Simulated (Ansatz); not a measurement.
## Ti2NO2 monolayer: a soft mode frozen in

Wanted: the energy along a soft mode of Ti2NO2 monolayer and the structure at the end.

Main program and level: Ansatz 0.2.0; DFT PBEsol, scalar-relativistic, plane waves, PAW; PAW set soft_1.

Most raw output is cut from this account.

## Step 1: The structure

The cell holds 5 atoms: 1 N, 2 Ti and 2 O. Cell: a = 2.964 Å, b = 2.964 Å, c = 32.600 Å, α = 90.0°, β = 90.0°, γ = 120.0°. Vacuum lies along c.

## Step 2: Phonons on a q mesh

The cell comes from relaxations at this level that are not shown. Stability and thermal properties need the whole zone. Linear response on a 4×4×1 q mesh gives force constants as far as a supercell of that size would.

The input, input.yaml:

```yaml
crystal:
  lattice:
    - [2.9638609372, 0.0, 0.0]
    - [-1.4819304686, 2.5667788649, 0.0]
    - [0.0, 0.0, 32.6]
  atoms:
    - { symbol: "N", position: [0.0, 0.0, 0.3067484663] }
    - { symbol: Ti, position: [0.3333333333, 0.6666666667, 0.3451693486] }
    - { symbol: Ti, position: [0.6666666667, 0.3333333333, 0.2683275839] }
    - { symbol: O, position: [0.6666666667, 0.3333333333, 0.3741201157] }
    - { symbol: O, position: [0.3333333333, 0.6666666667, 0.2393768169] }
  periodic: [true, true, false]
kpoints:
  mp_grid: { grid: [20, 20, 1] }
hamiltonian:
  xc: pbesol
  pseudopotentials: { kind: paw, azcp: { folder: soft_1 }, xc_functional: pbe }
scf:
  occupations: { method: methfessel_paxton, width: 0.2 }
output:
  eigenvalues: true
phonons:
  method: dfpt
  qmesh: [4, 4, 1]
  temperatures: { t_max: 1000, t_step: 50 }
  qpath:
    path:
      - [0.0, 0.0, 0.0]
      - [0.5, 0.0, 0.0]
      - [0.33333333, 0.33333333, 0.0]
      - [0.0, 0.0, 0.0]
    npoints: 10
```

Started as:

```console
ansatz run input.yaml --threads 4 --pin off --max-ram 16384MiB --backend cpu --events-out ev --progress --plain --runs-dir out
```

The job ended after 28 min (4 threads of Arm Neoverse V1, shared host; peak memory 5.2 GiB; 1.9 h of CPU time).

This run has no spin polarisation, although Ti can carry a moment.

This step gave:

| Quantity | Value |
| --- | --- |
| gap on the k-mesh | 0 eV |
| sum-rule residual before enforcement | 2.03e-5 eV/Å² |
| lowest frequency on the path | -250.2 cm⁻¹ |
| point group | -3m |
| highest frequency on the path or at a solved wavevector | 665.6 cm⁻¹ |
| area per atom | 1.522 Å² |
| highest optical mode at the zone centre (no LO-TO term) | 665.6 cm⁻¹ |
| lowest optical zone-centre mode | -110.2 cm⁻¹ |
| lowest mode on the q mesh (acoustic modes at Γ apart) | -224.7 cm⁻¹ |

Frequencies (cm⁻¹) solved at each irreducible wavevector; negative means imaginary. Frequencies by wavevector, by row:

```tsv
q in reciprocal lattice units	star	mode 1	mode 2	mode 3	mode 4	mode 13	mode 14	mode 15
0 0 0	1	-110.2	-110.2	0	0	596.2	606.4	665.6
0 0.25 0	6	-224.7	-88.2	122.5	164	558.6	559.8	628.1
0 -0.5 0	3	54.3	193.5	196.2	228.8	534.1	553.5	632.7
0.25 0.25 0	6	-195.4	77.9	219.5	223.1	540	548.7	610
```

Interpolated from a 4×4×1 q mesh. The phonon branches at the labelled points (cm⁻¹):

```tsv
point	branch 1	branch 2	branch 3	branch 4	branch 12	branch 13	branch 14	branch 15
Γ	-110	-110	0	0	502	596	606	666
halfway	-225	-88	122	164	481	559	560	628
M	54	194	196	229	525	534	554	633
halfway	-130	167	196	220	529	535	553	618
K	48	111	111	248	520	540	540	604
halfway	-250	120	124	144	499	551	556	623
Γ	-110	-110	0	0	502	596	606	666
```

Symmetry leaves 4 wavevectors to solve. The lowest mode among them, the acoustic zeros apart, lies at q = (0, 0.25, 0) and is imaginary, 224.7i cm⁻¹, so the energy falls along it. Between them the interpolated path dips to 250i cm⁻¹.

## Step 3: The mode frozen in, largest atomic shift 0 Å

The mode followed lies at Γ with frequency 110.2i cm⁻¹ and is 2-fold degenerate, one of the unstable modes though not the softest. At small amplitude the distorted cell has space group no. 12 by a symmetry search on the positions. The undistorted cell that holds it gives the zero of energy on the same k mesh.

input.yaml, the sections that differ from step 2:

```yaml
kpoints:
  mp_grid: { grid: [18, 18, 1] }
output:
  forces: true
  stress: true
  eigenvalues: true
# crystal, hamiltonian, scf: as in step 2
# phonons: removed
```

It took 5.9 s on 4 threads; peak memory 0.65 GiB.

This run has no spin polarisation although its electron count is odd.

Numbers from this step:

```yaml
energy_from_the_undistorted_cell: 0 meV/atom
```

## Step 4: The mode frozen in, largest atomic shift 0.08 Å

The atoms are moved along the unstable eigenvector, the largest shift by 0.08 Å, with the cell fixed.

input.yaml, the sections that differ from step 3:

```yaml
crystal:
  lattice:
    - [2.9638609372, 0.0, 0.0]
    - [-1.4819304686, 2.5667788649, 0.0]
    - [0.0, 0.0, 32.6]
  atoms:
    - { symbol: "N", position: [0.0, 0.0, 0.3067484663] }
    - { symbol: Ti, position: [0.3645008021, 0.682250401, 0.3451693486] }
    - { symbol: Ti, position: [0.6354991979, 0.317749599, 0.2683275839] }
    - { symbol: O, position: [0.652500942, 0.326250471, 0.3741201157] }
    - { symbol: O, position: [0.347499058, 0.673749529, 0.2393768169] }
  periodic: [true, true, false]
# kpoints, hamiltonian, scf, output: as in step 3
```

Run time: 13 s. Hardware: 4 threads; peak memory 0.82 GiB; 50 s of CPU time.

This step gave:

```
energy from the undistorted cell : -0.968 meV/atom
```

The energy, extrapolated to zero smearing, is -0.97 meV/atom against the undistorted cell.

## Step 5: Energy along the mode, all amplitudes (two of the runs are shown above)

An imaginary frequency means negative curvature, so the energy should fall and then rise again as anharmonic terms take over.

This step gave:

```
depth at the lowest point sampled  : 0.968 meV/atom
largest atomic shift at that point : 0.08 Å
```

Energy from the parent against largest shift of an atom, one sign:

```tsv
largest shift of an atom, one sign (Å)	energy from the parent (meV/atom)
0.0000	0
0.0400	-0.881
0.0800	-0.968
0.1400	11.0
```

Displacement at unit largest shift by atom:

```tsv
atom	x (Å)	y (Å)	z (Å)	size
N1	0.000	0.000	0.000	0.000
Ti2	0.866	0.500	0.000	1.000
Ti3	-0.866	-0.500	0.000	1.000
O4	-0.394	-0.227	0.000	0.455
O5	0.394	0.227	0.000	0.455
```

The lowest of the steps tried is at 0.08 Å, 0.968 meV/atom below the parent; the bottom of the well need not coincide with a step.

## Step 6: Relaxation from the frozen mode

Starting from the lowest point found, all atoms and the cell are let go, so that strain and other modes of the same symmetry can join in.

input.yaml, as its differences from that of step 4:

```diff
@@ -23 +23,10 @@
   eigenvalues: true
+  write_density: true
+  write_potential: true
+  elf: true
+  volumetric_format: npy
+relax:
+  adjacent_minimum: "off"
+  f_tol: 0.002
+  max_steps: 120
+  cell: { stress_2d_tol: 0.005 }
```

Elapsed: 2.1 min, on 4 threads; peak memory 0.88 GiB.

Relaxation path:

```tsv
step	energy less that of the first step (eV)	largest force component (eV/Å)	volume (Å³)
1	0.0000	0.1444	248.01
2	-0.0033	0.0851	249.71
3	-0.0037	0.0662	249.88
4	-0.0040	0.0140	249.82
5	-0.0039	0.0292	249.95
6	-0.0042	0.0040	249.75
7	-0.0042	0.0003	249.64
8	-0.0042	0.0001	249.64
9*	-0.0052	0.0003	249.64
10	-0.0051	0.0001	249.67
11*	-0.0052	0.0001	249.67
```

Relaxation steps marked * repeat the geometry before them on a plane-wave basis chosen anew for their cell, so energy and pressure can jump there. Relaxation step 5 was tried and not accepted.

Forces are held to the 4 operations that the run works with; a distortion that breaks them can't arise in this run.

```tsv
cell as run	before	after	change
a (Å)	2.964	2.969	+0.2 %
b (Å)	2.964	2.984	+0.7 %
γ (°)	120.00	120.18	+0.1 %
```

The atoms that moved most (Å, along periodic axes as changes of fractional coordinates times the final cell, across vacuum about the mean position):

```tsv
atom	dx	dy	dz	length
O4	0.004	0.002	-0.010	0.011
O5	-0.004	-0.002	0.010	0.011
Ti3	0.004	0.002	-0.003	0.006
Ti2	-0.004	-0.002	0.003	0.006
```

Final coordinates:

```xyz
5
Lattice="2.9686 -0.0091 0.0000 -1.4922 2.5845 0.0000 0.0000 0.0000 32.6000" Properties=species:S:1:pos:R:3
N     0.0000    0.0000   10.0000
Ti    0.0597    1.7575   11.2553
Ti    1.4167    0.8179    8.7447
O     1.4540    0.8395   12.1865
O     0.0224    1.7359    7.8135
```

This step gave:

```
area per atom : 1.532 Å²
```

Electrostatic potential energy in the ac plane at fractional y = 0.319, with atoms of Ti and O within 0.2 Å of it. With pseudopotentials it is smooth inside the atoms' cores, unlike the true potential.

Ten even steps from '_' (-34 eV) to '@' (0 eV), each cell a mean:
```
@@@@@@@@@@@@@@@@@@@@@@@@@@@@@@
@@@@@@@@@@@@@@@@@@@@@@@@@@@@@@
@@@@@@@@@@@@@@@@@@@@@@@@@@@@@@
@@@@@@@@@@@@@@@@@@@@@@@@@@@@@@
@@@@@@@@@@@@@@@@@@@@@@@@@@@@@@
@@@@@@@@@@@@@@@@@@@@@@@@@@@@@@
@@@@@@@@@@@@@@@@@@@@@@@@@@@@@@
@@@@@@@@@@@@@@@@@@@@@@@@@@@@@@
@@@@@@@@@@@@@@@@@@@@@@@@@@@@@@
@@@@@@@@@@@@@@@@@@@@@@@@@@@@@@
@@@@@@@@@@@@@@@@@@@@@@@@@@@@@@
@@@@@@@@@@@@@@@@@@@@@@@@@@@@@@
@@@@@@@@@@@@@@@@@@@@@@@@@@@@@@
@@@@@@@@@@@@@@@@@@@@@@@@@@@@@@
@@@@@@@@@@@@%%**++======++##@@
**++++++++****++========++**##
##############************####
**##%%##**==..______________--
@@@@@@@@@@%%%%######**####%%%%
@@@@@@@@@@@@@@@@@@@@@@@@@@@@@@
@@@@@@@@@@@@@@@@@@@@@@@@@@@@@@
@@@@@@@@@@@@@@@@@@@@@@@@@@@@@@
@@@@@@@@@@@@@@@@@@@@@@@@@@@@@@
@@@@@@@@@@@@@@@@@@@@@@@@@@@@@@
```
Columns run along a (3.0 Å; values clipped at the 3rd and 97th percentile), rows up along c (32.6 Å). Atoms in or near the plane, at fractional coordinates: Ti at (0.64, 0.27), O at (0.65, 0.37).

Valence density in the ac plane at fractional y = 0.319, with atoms of Ti and O within 0.2 Å of it. It is the smooth field of the valence electrons, not physical close to the nuclei.

Ten steps, logarithmic in the rise over the least value, from '0' (0.00 × 1e0 e/Å³) to '9' (7.64 × 1e0 e/Å³), each cell a mean:
```
000000000000000
000000000000000
000000000000000
000000000000000
000000000000000
000000000000000
000000000000000
000000000000000
000000000000000
000000000000000
000000000000000
000000000000000
000000000000000
000000000000000
211112457787643
333333456777643
444444333333333
333334689999864
223332222332222
000000000000000
000000000000000
000000000000000
000000000000000
000000000000000
```
Columns run along a (3.0 Å), rows up along c (32.6 Å). Atoms in or near the plane, at fractional coordinates: Ti at (0.64, 0.27), O at (0.65, 0.37).

ELF in the ac plane at fractional y = 0.319, with atoms of Ti and O within 0.2 Å of it. It is the smooth field of the valence electrons, not physical close to the nuclei.

Ten even steps from '_' (0.00) to '@' (0.72), each cell a mean:
```
______________________________
______________________________
______________________________
______________________________
______________________________
______________________________
______________________________
______________________________
______________________________
______________________________
______________________________
______________________________
______________________________
______________............____
==..____::++%%@@@@@@@@@@@@@@##
::........::==**####**####**==
**##%%%%##++==--::::::..::--++
..--====::::==%%@@@@@@@@%%++::
==**####**==::..........__..::
______________________________
______________________________
______________________________
______________________________
______________________________
```
Columns run along a (3.0 Å), rows up along c (32.6 Å). Atoms in or near the plane, at fractional coordinates: Ti at (0.64, 0.27), O at (0.65, 0.37).

The distorted start has space group C2/m; the relaxation ends in C2/m.

## Step 7: The new phase in its own primitive cell

The relaxed structure is symmetrised, reduced to its primitive cell and relaxed tightly, as its phonons need.

The input, input.yaml:

```yaml
crystal:
  lattice:
    - [2.9685519517, -0.0091193332, 0.0]
    - [-1.4921735501, 2.5845204024, 0.0]
    - [0.0, 0.0, 32.6]
  atoms:
    - { symbol: "N", position: [0.0, 0.0, 0.3067484663] }
    - { symbol: Ti, position: [0.3625731989, 0.6812865995, 0.345256076] }
    - { symbol: Ti, position: [0.6374268011, 0.3187134005, 0.2682408566] }
    - { symbol: O, position: [0.6542263092, 0.3271131546, 0.3738203291] }
    - { symbol: O, position: [0.3457736908, 0.6728868454, 0.2396766035] }
  periodic: [true, true, false]
kpoints:
  mp_grid: { grid: [14, 14, 1] }
hamiltonian:
  xc: pbesol
  pseudopotentials: { kind: paw, azcp: { folder: soft_1 }, xc_functional: pbe }
scf:
  occupations: { method: methfessel_paxton, width: 0.2 }
output:
  forces: true
  stress: true
  eigenvalues: true
relax:
  adjacent_minimum: "off"
  f_tol: 0.001
  max_steps: 60
  cell: { stress_2d_tol: 0.002 }
```

Wall time 70 s (4 threads); peak memory 0.76 GiB; 4.6 min of CPU time.

Little changed from the start: no atom moved by 0.005 Å and no cell edge by 0.1 %.

The largest force component left is 0.25 meV/Å, within the tolerances set.

## Step 8: Modes of the new phase, k-mesh 14×14×1

A relaxed structure may still be a saddle point, so its zone-centre modes are computed. No field response is asked, since the mesh shows no gap.

input.yaml, the sections that differ from step 7:

```yaml
crystal:
  lattice:
    - [2.9686300369, -0.0091251012, 0.0]
    - [-1.492217588, 2.5845966783, 0.0]
    - [0.0, 0.0, 32.6]
  atoms:
    - { symbol: "N", position: [0.0, 0.0, 0.3067484663] }
    - { symbol: Ti, position: [0.3626862491, 0.6813431245, 0.3452570656] }
    - { symbol: Ti, position: [0.6373137509, 0.3186568755, 0.268239867] }
    - { symbol: O, position: [0.6540631443, 0.3270315721, 0.373819457] }
    - { symbol: O, position: [0.3459368557, 0.6729684279, 0.2396774756] }
  periodic: [true, true, false]
output:
  eigenvalues: true
phonons:
  method: dfpt
# kpoints, hamiltonian, scf: as in step 7
# relax: removed
```

Run time: 4.2 min. Hardware: 4 threads; peak memory 2.4 GiB; 16 min of CPU time.

Numbers from this step:

- sum-rule residual before enforcement: 4.52e-5 eV/Å²
- point group: 2/m
- highest optical mode at the zone centre (no LO-TO term): 659.3 cm⁻¹
- lowest optical zone-centre mode: 84.76 cm⁻¹

Patterns of degenerate modes are one choice out of their space. The modes at Γ (shares of kinetic energy by element, %):

```tsv
mode	frequency (cm⁻¹)	symmetry	N %	Ti %	O %
1	0.0	acoustic	10	68	23
2	0.0	acoustic	10	68	23
3	0.0	acoustic	10	68	23
4	84.8	Bg	0	96	4
5	157.0	Ag	0	96	4
6	286.2	Ag	0	42	58
7	302.6	Ag	0	29	71
8	359.0	Bg	0	4	96
9	370.2	Bu	3	27	70
10	377.1	Au	42	30	28
11	485.6	Au	48	2	50
12	531.7	Bu	79	8	12
13	592.0	Ag	0	33	67
14	604.0	Bu	20	10	69
15	659.3	Bu	78	19	3
```

Displacements in mode 4 (84.8 cm⁻¹), the largest set to 1:
```
N1   0.00  0.00  0.00
Ti2  0.58 -1.00  0.00
Ti3 -0.58  1.00  0.00
O4   0.21 -0.37  0.00
O5  -0.21  0.37  0.00
```

Displacements in mode 10 (377.1 cm⁻¹), the largest set to 1:
```
N1  -0.58  1.00  0.00
Ti2  0.19 -0.33  0.00
Ti3  0.19 -0.33  0.00
O4  -0.31  0.54  0.00
O5  -0.31  0.54  0.00
```

Before it was imposed, the acoustic sum rule was missed by 4.5e-5 eV/Å². Small misses are needed for a sound result but don't prove that mesh and cutoff are converged. The lowest optical mode is real, 84.8 cm⁻¹.

## Step 9: Summary of results

* unstable mode of the parent: q = (0, 0, 0), 110i cm⁻¹
* depth at the lowest point sampled: 0.968 meV/atom
* largest atomic shift at that point: 0.08 Å
* space group reached (within 0.01 Å): C2/m
* energy gained over the parent (first relaxation, on the mesh of the frozen mode): 1.99 meV/atom
* area per atom, phase reached: 1.53 Å²
* lowest optical zone-centre mode, phase reached: 84.8 cm⁻¹
* highest optical mode at the zone centre (no LO-TO term), phase reached: 659 cm⁻¹

What this shows: Along this mode the structure falls into C2/m, 1.99 meV/atom below the parent. At the parent's cell the well is 0.968 meV/atom deep on the steps tried, with its lowest point at a shift of 0.08 Å. Relaxing atoms and cell changes the gain by +1.02 meV/atom against the lowest step (energies at zero smearing). The new phase has no imaginary mode at the zone centre of its cell; other wavevectors were not checked. How so shallow a well moves with the k mesh was not tested. Each path keeps the symmetry of its pattern, so a lower phase may lie along a pattern not tried. With no gap, or one that is small against the smearing, the frequencies hang on the k mesh and the smearing, most of all near Kohn anomalies. The phonon runs are without spin polarisation, although the cell has an odd electron count. In a sheet or slab the interpolated bending branch near Γ is rough, since the rotational sum rule isn't imposed. The PAW files were made for PBE and serve the other functionals too. The starting cell was built on a prototype and not taken from a measurement.

[Logs are printed without paths, hosts, clocks, repeated set-up lines and the standing remarks that a program may print on its own settings, such as how far it seeks lower states.]

[Hosts, paths, dates, database ids (printed as entryN), source tags and the programs' standing remarks are cut or masked in the printed files.]
